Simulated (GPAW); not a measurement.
Records of electronic-structure calculations.

```
! title: WSe2 (P6_3/mmc): G0W0 with GPAW, start to end
! method: DFT, PBE, plane waves, PAW (and 1 further level or step)
! program: GPAW 26.7.0
! settings of one run: cutoff 450 eV, GPAW PAW setups 1.2.1 data release, 6×6×1 k-mesh, nbands 171
! cost: 4 runs, 2.7 min in all on 8 MPI ranks of Arm Neoverse N1, shared host (the runs of this entry)
! notes: The database entry behind the starting cell differs from later determinations by our own check (a about 0.2 % long). The cell and positions come from the Crystallography Open Database and are kept as given unless a step says otherwise. Limits: no spin-orbit coupling. Bands and cutoff are finite, so the gap is not at the basis limit. The miss can reach some tenths of an eV and take either sign; the mesh is an error of its own. The 6×6×1 mesh is coarse for this cell, which bears on the long-range parts of exchange and screening.
! PBE gap: 0.97 eV, indirect
! G0W0 gap on the mesh: 1.21 eV
! GW settings: 6×6×1 mesh, 161 bands, screening to 70 eV, Godby-Needs plasmon pole
! known limits: not at the basis limit; no spin-orbit coupling; coarse k mesh
CELL_PARAMETERS angstrom
3.29000 0.00000 0.00000
-1.64500 2.84922 0.00000
0.00000 0.00000 12.97000
ATOMIC_POSITIONS crystal
W 0.33333 0.66667 0.25000
W 0.66667 0.33333 0.75000
Se 0.33333 0.66667 0.62100
Se 0.66667 0.33333 0.12100
Se 0.33333 0.66667 0.87900
Se 0.66667 0.33333 0.37900
```

[Paths, hosts, dates, memory and timing lines, banners, echoed tables and standing remarks are left out of the program output.]

[Logs are printed without paths, hosts, clocks, repeated set-up lines and the standing remarks that a program may print on its own settings, such as how far it seeks lower states.]

[Runs of the session that timed out or met a known fault of the program may be left out.]

[Hosts, paths, dates, database ids (printed as entryN), source tags and the programs' standing remarks are cut or masked in the printed files.]
